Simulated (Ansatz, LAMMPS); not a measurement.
**Squeezing and shearing glassy 68SiO2-14MgO-11ZnO-7BaO (mol %) (75 atoms)**

Aim: relax glassy 68SiO2-14MgO-11ZnO-7BaO (mol %) (75 atoms), then change its volume and shape to read moduli from the stress.

Calculated with Ansatz 0.2.0; Kohn-Sham DFT, PBE, PAW (set soft_2), plane waves.

## Step 1: The structure

The cell holds 75 atoms: 19 Si, 4 Mg, 3 Zn, 2 Ba and 47 O. Cell: a = 9.925 Å, b = 9.925 Å, c = 9.925 Å, α = 90.0°, β = 90.0°, γ = 90.0°. 75 atoms (19 Si, 4 Mg, 3 Zn, 2 Ba, 47 O) placed at random at 3.15 g/cm³, melted at 4000 K for 10 ps at fixed volume with the Morse and Coulomb pair potential with partial charges (Pedone, Malavasi, Menziani, Cormack and Segre, J. Phys. Chem. B 110, 11780 (2006)). Quenched from 4000 K to 300 K at 25 K/ps and fixed volume, held 5 ps, then minimised at fixed cell.

What the set-up can't give: The quench rate of 25 K/ps far exceeds what a furnace or splat quench reaches, so expect more defects and frozen-in strain than in a real sample. The network of bonds at the start is that of the classical potential that made the cell, and needn't be the one that DFT or experiment would give. Only the Γ point is sampled. No spin–orbit coupling is included, so levels derived from the heavy atoms are approximate.

## Step 2: Single point at the start

A single point comes first, to see the forces before anything moves.

Contents of input.yaml:

```yaml
crystal:
  lattice:
    - [9.9253, 0.0, 0.0]
    - [0.0, 9.9253, 0.0]
    - [0.0, 0.0, 9.9253]
  atoms:
    - { symbol: Si, position: [0.0459, 0.65466, 0.28031] }
    - { symbol: Si, position: [0.70874, 0.82143, 0.07028] }
    - { symbol: Si, position: [0.99942, 0.88373, 0.68386] }
    - { symbol: Si, position: [0.27826, 0.9958, 0.17652] }
    - { symbol: Si, position: [0.77796, 0.43362, 0.64493] }
    - { symbol: Si, position: [0.23756, 0.89753, 0.89892] }
    - { symbol: Si, position: [0.44412, 0.40845, 0.96672] }
    - { symbol: Si, position: [0.474, 0.36828, 0.66513] }
    - { symbol: Si, position: [0.47649, 0.12137, 0.48688] }
    - { symbol: Si, position: [0.52493, 0.17828, 0.17479] }
    - { symbol: Si, position: [0.27507, 0.63378, 0.06999] }
    - { symbol: Si, position: [0.88867, 0.91333, 0.31232] }
    - { symbol: Si, position: [0.05886, 0.17798, 0.31945] }
    - { symbol: Si, position: [0.51475, 0.68356, 0.26997] }
    - { symbol: Si, position: [0.77313, 0.50291, 0.34355] }
    - { symbol: Si, position: [0.73943, 0.09429, 0.96539] }
    - { symbol: Si, position: [0.06074, 0.29481, 0.61881] }
    - { symbol: Si, position: [0.73846, 0.534, 0.94316] }
    - { symbol: Si, position: [0.44369, 0.6886, 0.58762] }
    - { symbol: Mg, position: [0.76066, 0.77338, 0.59817] }
    - { symbol: Mg, position: [0.76516, 0.13175, 0.65744] }
    - { symbol: Mg, position: [0.23277, 0.85498, 0.44324] }
    - { symbol: Mg, position: [0.55445, 0.95701, 0.75868] }
    - { symbol: Zn, position: [0.84784, 0.27556, 0.1476] }
    - { symbol: Zn, position: [0.24184, 0.04042, 0.65195] }
    - { symbol: Zn, position: [0.12468, 0.62303, 0.60197] }
    - { symbol: Ba, position: [0.08268, 0.31866, 0.94575] }
    - { symbol: Ba, position: [0.30246, 0.40285, 0.34566] }
    - { symbol: O, position: [0.29337, 0.73468, 0.61077] }
    - { symbol: O, position: [0.8614, 0.96037, 0.70152] }
    - { symbol: O, position: [0.4104, 0.25949, 0.56358] }
    - { symbol: O, position: [0.75412, 0.68533, 0.99739] }
    - { symbol: O, position: [0.59444, 0.06972, 0.57592] }
    - { symbol: O, position: [0.39278, 0.6144, 0.1849] }
    - { symbol: O, position: [0.01872, 0.81303, 0.30378] }
    - { symbol: O, position: [0.66615, 0.15598, 0.10611] }
    - { symbol: O, position: [0.56266, 0.76211, 0.66636] }
    - { symbol: O, position: [0.58295, 0.78831, 0.16856] }
    - { symbol: O, position: [0.30495, 0.492, 0.98902] }
    - { symbol: O, position: [0.08323, 0.25144, 0.46366] }
    - { symbol: O, position: [0.35998, 0.01501, 0.49379] }
    - { symbol: O, position: [0.81825, 0.88743, 0.16687] }
    - { symbol: O, position: [0.63374, 0.56846, 0.29075] }
    - { symbol: O, position: [0.45861, 0.31025, 0.09743] }
    - { symbol: O, position: [0.96304, 0.73049, 0.64772] }
    - { symbol: O, position: [0.63435, 0.359, 0.6395] }
    - { symbol: O, position: [0.08955, 0.94234, 0.56263] }
    - { symbol: O, position: [0.88715, 0.1326, 0.99149] }
    - { symbol: O, position: [0.431, 0.3451, 0.81805] }
    - { symbol: O, position: [0.2065, 0.98498, 0.03235] }
    - { symbol: O, position: [0.77423, 0.34912, 0.31693] }
    - { symbol: O, position: [0.44399, 0.52311, 0.61683] }
    - { symbol: O, position: [0.11917, 0.4366, 0.65612] }
    - { symbol: O, position: [0.10344, 0.88299, 0.81102] }
    - { symbol: O, position: [0.29124, 0.85895, 0.25] }
    - { symbol: O, position: [0.19778, 0.10446, 0.26922] }
    - { symbol: O, position: [0.28681, 0.75406, 0.96545] }
    - { symbol: O, position: [0.94119, 0.06777, 0.323] }
    - { symbol: O, position: [0.35101, 0.96734, 0.80683] }
    - { symbol: O, position: [0.67475, 0.15677, 0.83782] }
    - { symbol: O, position: [0.03962, 0.29251, 0.21207] }
    - { symbol: O, position: [0.12387, 0.1848, 0.71191] }
    - { symbol: O, position: [0.13147, 0.62572, 0.14303] }
    - { symbol: O, position: [0.42357, 0.05898, 0.14004] }
    - { symbol: O, position: [0.47153, 0.70665, 0.42455] }
    - { symbol: O, position: [0.89285, 0.31312, 0.64118] }
    - { symbol: O, position: [0.57566, 0.50069, 0.95631] }
    - { symbol: O, position: [0.13533, 0.60566, 0.40316] }
    - { symbol: O, position: [0.78097, 0.52438, 0.51107] }
    - { symbol: O, position: [0.68057, 0.93698, 0.95927] }
    - { symbol: O, position: [0.90083, 0.58302, 0.28474] }
    - { symbol: O, position: [0.51092, 0.18074, 0.33765] }
    - { symbol: O, position: [0.79124, 0.86044, 0.42338] }
    - { symbol: O, position: [0.77709, 0.5149, 0.78338] }
    - { symbol: O, position: [0.81852, 0.42567, 0.02264] }
kpoints:
  mp_grid: { grid: [1, 1, 1] }
hamiltonian:
  xc: pbe
scf:
  occupations: { method: fixed }
output:
  forces: true
```

On the command line:

```bash
ansatz run input.yaml --threads 4 --pin off --max-ram 8192MiB --backend cpu --events-out ev --progress --plain --runs-dir out
```

Log:

```text
Engine: ansatz 0.2.0, x86_64-unknown-linux-gnu
Pseudopotentials: kind: paw
Pseudopotential: Si, paw, valence charge 4, recommended cutoff 420 eV (normal), Si.paw.azcp
Pseudopotential: Mg, paw, valence charge 10, recommended cutoff 420 eV (normal), Mg.paw.azcp
Pseudopotential: Zn, paw, valence charge 12, recommended cutoff 420 eV (normal), Zn.paw.azcp
Pseudopotential: Ba, paw, valence charge 10, recommended cutoff 420 eV (normal), Ba.paw.azcp
Pseudopotential: O, paw, valence charge 6, recommended cutoff 420 eV (normal), O.paw.azcp
[... 5 lines on functional and potentials left out ...]
Crystal: 75 atoms, lattice volume = 977.757 Å³
Basis set: ecut = 420 eV, 19213 PW (Γ), exchange–correlation on 144×144×144 points (8 copies of the dense FFT grid, shifted against one another)
Bands: 302, of which v1, the nominal top of the filled ones, is band 227 counted from 1 (226 counted from 0)
Symmetry: 1 space group operations
Space group: P1 (ITA 1), of the structure as read, at distance tolerance 9.9e-5 Å
k-points: 1
[... 11 lines on functional and potentials left out ...]
Initial density: superposition of atomic densities (neutral atoms: chi_scale 0, normalization atom), corrected by the library's trained network
Initial wavefunctions: pseudopotential atomic-orbital guess
Functional: x = pbe(κ = 0.804, μ = 0.219515), c = pbe(β = 0.066725)
SCF iter   1: F=—  HF=-68377.443536 eV  |F-HF|=—  |Δ(HF+E_count)|=         —  Δρ=2.00e-3  dr2=4.51e-2  ethr=1.77e-3  ⟨swp⟩=6.0  Hψ=1051  notcnv=0  defer=73
preconditioner: auto → Resta (q_TF=auto, 2.401 Å⁻¹)  ε∞=3.4  [insulator: Δε(μ)=3.684 eV  Ē_g=15.602 eV  n_scr=250 (ndim 8)  ℏωp=24.3 eV  f_vac=0.115  ε∞_Penn≈3.4]
SCF iter   2: F=—  HF=-68377.450238 eV  |F-HF|=—  |Δ(HF+E_count)|=   6.70e-3  Δρ=1.02e-3  dr2=1.11e-2  ethr=9.94e-6  ⟨swp⟩=3.0  Hψ=525  notcnv=0  defer=73
SCF iter   3: F=—  HF=-68377.452601 eV  |F-HF|=—  |Δ(HF+E_count)|=   2.36e-3  Δρ=4.69e-4  dr2=2.99e-3  ethr=2.44e-6  ⟨swp⟩=3.0  Hψ=410  notcnv=0  defer=66
automatic band count: iteration 3 solves 295 bands in place of 302: the levels show a gap, and the empty bands left out lie too high to hold charge; the band table lists the bands solved (type scf.n_extra_bands for more)
SCF iter   4: F=—  HF=-68377.452505 eV  |F-HF|=—  |Δ(HF+E_count)|=   9.57e-5  Δρ=1.70e-4  dr2=2.72e-4  ethr=6.58e-7  ⟨swp⟩=2.0  Hψ=397  notcnv=0  defer=66
SCF iter   5: F=—  HF=-68377.452466 eV  |F-HF|=—  |Δ(HF+E_count)|=   3.92e-5  Δρ=8.58e-5  dr2=6.81e-5  ethr=6.00e-8  ⟨swp⟩=2.0  Hψ=366  notcnv=0  defer=66
SCF iter   6: F=—  HF=-68377.453740 eV  |F-HF|=—  |Δ(HF+E_count)|=   1.27e-3  Δρ=3.07e-5  dr2=8.47e-6  ethr=1.50e-8  ⟨swp⟩=2.0  Hψ=458  notcnv=0  defer=66
SCF iter   7: F=—  HF=-68377.453743 eV  |F-HF|=—  |Δ(HF+E_count)|=   2.98e-6  Δρ=1.27e-5  dr2=1.38e-6  ethr=1.87e-9  ⟨swp⟩=2.0  Hψ=414  notcnv=0  defer=66
SCF iter   8: F=—  HF=-68377.453744 eV  |F-HF|=—  |Δ(HF+E_count)|=   8.66e-7  Δρ=5.77e-6  dr2=3.37e-7  ethr=3.05e-10  ⟨swp⟩=2.0  Hψ=446  notcnv=0  defer=66
SCF iter   9: F=-68377.453744 eV  HF=-68377.453744 eV  |F-HF|=7.39e-9  |Δ(HF+E_count)|=   2.40e-7  Δρ=1.76e-6  dr2=2.91e-8  ethr=2.20e-11  ⟨swp⟩=4.0  Hψ=962  notcnv=0
SCF 1 converged in 9 iterations: F = -68377.453744 eV  dr2 = 2.91e-8
  greatest PAW one-centre occupation: 1.000 electrons in one spin orbital (limit 2), on the Mg atom at site 20 (counted from 0), in its partial waves of l = 0
SCF converged after 9 iterations
Free energy (F): -68377.453744 eV
Harris-Foulkes:  -68377.453744 eV  (|F-HF|=7.39e-9)
Internal energy: -68377.453744 eV  (E = F + TS)
E sigma→0 (E₀):  -68377.453744 eV
Fermi energy:    4.671388 eV
--- Per-component energies (eV) ---
  E_band       = -2657.238110
  E_kinetic    = 10300.236832
  E_local      = -37914.685842  (includes V_loc(G=0)·N_el)
  E_nonlocal   = 5082.842985
  E_hartree    = 14504.384469
  E_xc         = -5424.573824
  E_vxc        = -5949.619353  (∫ρ·V_xc dr)
  E_paw        = -34342.883118  (= ΣΔE_a)
  E_vpaw       = -3184.906190  (= ΣTr[D̂ρ^β])
  E_aug_tail   = 0.119490  (compensation charges beyond the density's cutoff)
  E_ewald      = -20582.894736
  E_smearing   = -0.000000  (= −TS)
  E_closure    = -0.000000  (closes the sum)
  Σ components = -68377.453744   (vs F -68377.453744, Δ=0.00e0)
--- Forces (eV/Å), atoms counted from 1 ---
  atom   1  Si    -1.08281386     0.49612745     0.75240278
  atom   2  Si     0.25491334    -0.33192400     1.64415635
  atom   3  Si     1.06439515    -0.13029748    -0.53676516
  atom   4  Si     0.20061545     0.23857648     0.16871441
  atom   5  Si    -0.32732236     0.03086294    -0.24160863
  atom   6  Si    -0.03613068    -0.23774029     0.46011907
  atom   7  Si     2.00834344     0.63491370     0.00297533
  atom   8  Si     1.09418882     1.75235899    -0.40216246
  atom   9  Si    -0.37446236     0.60285013    -0.05606734
  atom  10  Si    -1.25956689    -0.65380938    -0.25756746
  atom  11  Si     0.75933972     0.97991274     0.72328218
  atom  12  Si    -0.43213322    -1.22507288     0.06334712
  atom  13  Si     0.19446748    -1.27525760    -0.16511157
  atom  14  Si     1.68659276    -0.47955135     0.01188965
[...]
atom  74  O      0.61336332     1.32891464    -0.13941205
  atom  75  O      1.74890578    -0.75216672     0.38826870
  max |Σ_I F_I| component: 6.24e-5 eV/Å
```

Elapsed: 5.8 s, on 4 threads of Intel Xeon Platinum 8488C (Sapphire Rapids), shared host; peak memory 1.3 GiB.

Reading the cycles: dr2 is the Hartree energy of the density residual (eV), the measure of convergence; HF is the Harris–Foulkes estimate of the energy, which meets the free energy F at convergence.

The r.m.s. force at the start is 0.86 eV/Å.

## Step 3: Cell and atoms relaxed

Cell and atoms are freed together, to release stress as well as forces.

Contents of input.yaml:

```yaml
crystal:
  lattice:
    - [9.9253, 0.0, 0.0]
    - [0.0, 9.9253, 0.0]
    - [0.0, 0.0, 9.9253]
  atoms:
    [... the 75 atom lines of step 2 ...]
kpoints:
  mp_grid: { grid: [1, 1, 1] }
hamiltonian:
  xc: pbe
scf:
  occupations: { method: fixed }
output:
  forces: true
relax:
  f_tol: 0.05
  max_steps: 150
  cell: {}
```

Log:

```text
[...]
Crystal: 75 atoms, lattice volume = 977.757 Å³
Basis set: ecut = 420 eV, 19213 PW (Γ), exchange–correlation on 144×144×144 points (8 copies of the dense FFT grid, shifted against one another)
Bands: 302, of which v1, the nominal top of the filled ones, is band 227 counted from 1 (226 counted from 0)
Symmetry: 1 space group operations
[...]
k-points: 1
[...]
SCF iter   1: F=—  HF=-68377.443535 eV  |F-HF|=—  |Δ(HF+E_count)|=         —  Δρ=2.00e-3  dr2=4.51e-2  ethr=1.77e-3  ⟨swp⟩=6.0  Hψ=1051  notcnv=0  defer=73
[...]
SCF iter   9: F=-68377.453744 eV  HF=-68377.453744 eV  |F-HF|=7.41e-9  |Δ(HF+E_count)|=   2.40e-7  Δρ=1.76e-6  dr2=2.91e-8  ethr=2.20e-11  ⟨swp⟩=4.0  Hψ=962  notcnv=0
SCF 1 converged in 9 iterations: F = -68377.453744 eV  dr2 = 2.91e-8
[...]
relax step   1: F+E_penalty+E_count = -68377.45374409 eV  Δ(F+E_penalty+E_count) = +0.000e0 eV  max|allowed force component| = 3.005e0 eV/Å  Δτ_max = 0.0000 Å  P = +6.187 GPa  Ω = 977.757 Å³  (9 SCF iters, dr2 threshold 1.00e-7 eV, accepted)
[... from here on, the SCF cycles and remarks between the steps are left out ...]
relax step   2: F+E_penalty+E_count = -68379.18879313 eV  Δ(F+E_penalty+E_count) = -1.735e0 eV  max|allowed force component| = 1.374e0 eV/Å  Δτ_max = 0.1950 Å  P = +3.570 GPa  Ω = 986.169 Å³  energy of the carried Pulay correction = -2.817e-2 eV  (8 SCF iters, dr2 threshold 7.50e-6 eV, accepted)
relax step   3: F+E_penalty+E_count = -68380.34689448 eV  Δ(F+E_penalty+E_count) = -1.158e0 eV  max|allowed force component| = 9.568e-1 eV/Å  Δτ_max = 0.1638 Å  P = -0.929 GPa  Ω = 1002.494 Å³  energy of the carried Pulay correction = -8.216e-2 eV  (8 SCF iters, dr2 threshold 7.50e-6 eV, accepted)
relax step   4: F+E_penalty+E_count = -68380.75530964 eV  Δ(F+E_penalty+E_count) = -4.084e-1 eV  max|allowed force component| = 5.441e-1 eV/Å  Δτ_max = 0.2000 Å  P = -0.185 GPa  Ω = 999.273 Å³  energy of the carried Pulay correction = -7.158e-2 eV  (8 SCF iters, dr2 threshold 7.50e-6 eV, accepted)
relax step   5: F+E_penalty+E_count = -68380.90813589 eV  Δ(F+E_penalty+E_count) = -1.528e-1 eV  max|allowed force component| = 3.824e-1 eV/Å  Δτ_max = 0.0852 Å  P = -0.205 GPa  Ω = 999.570 Å³  energy of the carried Pulay correction = -7.255e-2 eV  (7 SCF iters, dr2 threshold 7.50e-6 eV, accepted)
relax step   6: F+E_penalty+E_count = -68380.91095513 eV  Δ(F+E_penalty+E_count) = -2.819e-3 eV  max|allowed force component| = 3.839e-1 eV/Å  Δτ_max = 0.2000 Å  P = +0.296 GPa  Ω = 993.763 Å³  energy of the carried Pulay correction = -5.340e-2 eV  (8 SCF iters, dr2 threshold 7.50e-6 eV, rejected (line search))
relax step   7: F+E_penalty+E_count = -68381.00378498 eV  Δ(F+E_penalty+E_count) = -9.565e-2 eV  max|allowed force component| = 1.426e-1 eV/Å  Δτ_max = 0.1000 Å  P = -0.074 GPa  Ω = 998.916 Å³  energy of the carried Pulay correction = -7.040e-2 eV  (13 SCF iters, accepted)
relax step   8: F+E_penalty+E_count = -68381.02430321 eV  Δ(F+E_penalty+E_count) = -2.052e-2 eV  max|allowed force component| = 1.119e-1 eV/Å  Δτ_max = 0.0626 Å  P = -0.031 GPa  Ω = 998.784 Å³  energy of the carried Pulay correction = -6.997e-2 eV  (8 SCF iters, dr2 threshold 1.27e-6 eV, accepted)
relax step   9: F+E_penalty+E_count = -68381.03002527 eV  Δ(F+E_penalty+E_count) = -5.722e-3 eV  max|allowed force component| = 5.686e-2 eV/Å  Δτ_max = 0.0254 Å  P = +0.017 GPa  Ω = 998.637 Å³  energy of the carried Pulay correction = -6.948e-2 eV  (6 SCF iters, dr2 threshold 7.82e-7 eV, accepted)
relax step  10: F+E_penalty+E_count = -68381.03053995 eV  Δ(F+E_penalty+E_count) = -5.147e-4 eV  max|allowed force component| = 7.262e-2 eV/Å  Δτ_max = 0.0395 Å  P = +0.049 GPa  Ω = 998.466 Å³  energy of the carried Pulay correction = -6.892e-2 eV  (7 SCF iters, dr2 threshold 2.02e-7 eV, rejected (line search))
relax step  11: F+E_penalty+E_count = -68381.03115470 eV  Δ(F+E_penalty+E_count) = -1.129e-3 eV  max|allowed force component| = 4.012e-2 eV/Å  Δτ_max = 0.0195 Å  P = +0.006 GPa  Ω = 999.326 Å³  energy of the carried Pulay correction = -7.175e-2 eV  (11 SCF iters, accepted)
relax step  12: F+E_penalty+E_count = -68381.11959249 eV  Δ(F+E_penalty+E_count) = -8.844e-2 eV  max|allowed force component| = 3.907e-2 eV/Å  Δτ_max = 0.0000 Å  P = +0.175 GPa  Ω = 999.326 Å³  stress off target by 2.85e-1 GPa  SCF on the basis re-selected at this cell (its energy is not comparable with the rows above)  (7 SCF iters)
relax step  13: F+E_penalty+E_count = -68381.09462451 eV  Δ(F+E_penalty+E_count) = +2.497e-2 eV  max|allowed force component| = 1.334e-1 eV/Å  Δτ_max = 0.0952 Å  P = -0.068 GPa  Ω = 1005.898 Å³  energy of the carried Pulay correction = -2.308e-2 eV  (9 SCF iters, dr2 threshold 2.03e-7 eV, rejected (line search))
relax step  14: F+E_penalty+E_count = -68381.11267266 eV  Δ(F+E_penalty+E_count) = +6.920e-3 eV  max|allowed force component| = 2.773e-2 eV/Å  Δτ_max = 0.0454 Å  P = -0.023 GPa  Ω = 1003.779 Å³  energy of the carried Pulay correction = -1.552e-2 eV  (11 SCF iters, accepted)
relax step  15: F+E_penalty+E_count = -68381.12518216 eV  Δ(F+E_penalty+E_count) = -1.251e-2 eV  max|allowed force component| = 2.750e-2 eV/Å  Δτ_max = 0.0000 Å  P = -0.012 GPa  Ω = 1003.779 Å³  stress off target by 2.69e-2 GPa  SCF on the basis re-selected at this cell (its energy is not comparable with the rows above)  (5 SCF iters)
[...]
SCF converged after 5 iterations
Free energy (F): -68381.125182 eV
[...]
Internal energy: -68381.125182 eV  (E = F + TS)
E sigma→0 (E₀):  -68381.125182 eV
Fermi energy:    4.189738 eV
[...]
--- Forces (eV/Å), atoms counted from 1 ---
  atom   1  Si    -0.01479230    -0.00408796    -0.02493260
  atom   2  Si    -0.00298620     0.00764617     0.00615496
  atom   3  Si     0.00521438    -0.01947977    -0.01264745
  atom   4  Si     0.01106588    -0.00979660     0.01665312
  atom   5  Si    -0.01919091     0.00704997    -0.00631556
  atom   6  Si     0.01818045    -0.00000409     0.00409201
  atom   7  Si     0.00412058     0.00093906     0.01294608
  atom   8  Si     0.00561580    -0.02084489    -0.01045973
  atom   9  Si    -0.01736602    -0.01379064     0.00177298
  atom  10  Si     0.01088600     0.00543935     0.01943631
  atom  11  Si     0.00105881    -0.02750388    -0.01016538
  atom  12  Si    -0.02094181    -0.00364505     0.00001317
  atom  13  Si     0.00183081    -0.01935715    -0.01899840
  atom  14  Si    -0.00887780    -0.00318952    -0.01658753
[...]
atom  74  O      0.00606312    -0.00474998    -0.00016467
  atom  75  O     -0.00361293     0.00371395    -0.00610526
  max |Σ_I F_I| component: 1.35e-5 eV/Å
--- Stress (GPa, compression-positive) ---
       -0.015858      -0.010254      -0.001508
       -0.010254      -0.003540       0.013378
       -0.001508       0.013375      -0.016263
  P = ⅓ Tr σ = -0.0119 GPa (-0.119 kbar)
--- Relaxed structure (13 steps of the walk, 10 accepted, 2 SCFs on fresh bases) ---
  F+E_penalty+E_count = -68381.12518216 eV   max|allowed force component| = 2.750e-2 eV/Å   (the final SCF, on the basis selected at the relaxed cell)
  cell:  # Å, volume = 1003.7795 Å³
    - [9.997878, -0.068690, 0.159809]
    - [-0.068690, 10.128922, -0.0027069]
    - [0.159809, -0.0027069, 9.915153]
  atoms:
    - { symbol: Si, position: [0.049931, 0.651610, 0.287680] }
    - { symbol: Si, position: [0.730517, 0.815422, 0.078128] }
    - { symbol: Si, position: [1.003255, 0.878223, 0.687523] }
    - { symbol: Si, position: [0.269616, 0.989710, 0.177894] }
[...]
- { symbol: O, position: [0.846473, 0.429465, 0.00969821] }
```

The job ended after 84 s (4 threads; peak memory 1.3 GiB).

The relaxation converged after 13 steps, with a largest force component of 0.028 eV/Å.

[end of part 1 of 3]

[Long decimals in the printed logs are rounded to 6 places.]

[Logs are printed without paths, hosts, clocks, repeated set-up lines and the standing remarks that a program may print on its own settings, such as how far it seeks lower states.]

[Hosts, paths, dates, database ids (printed as entryN), source tags and the programs' standing remarks are cut or masked in the printed files.]
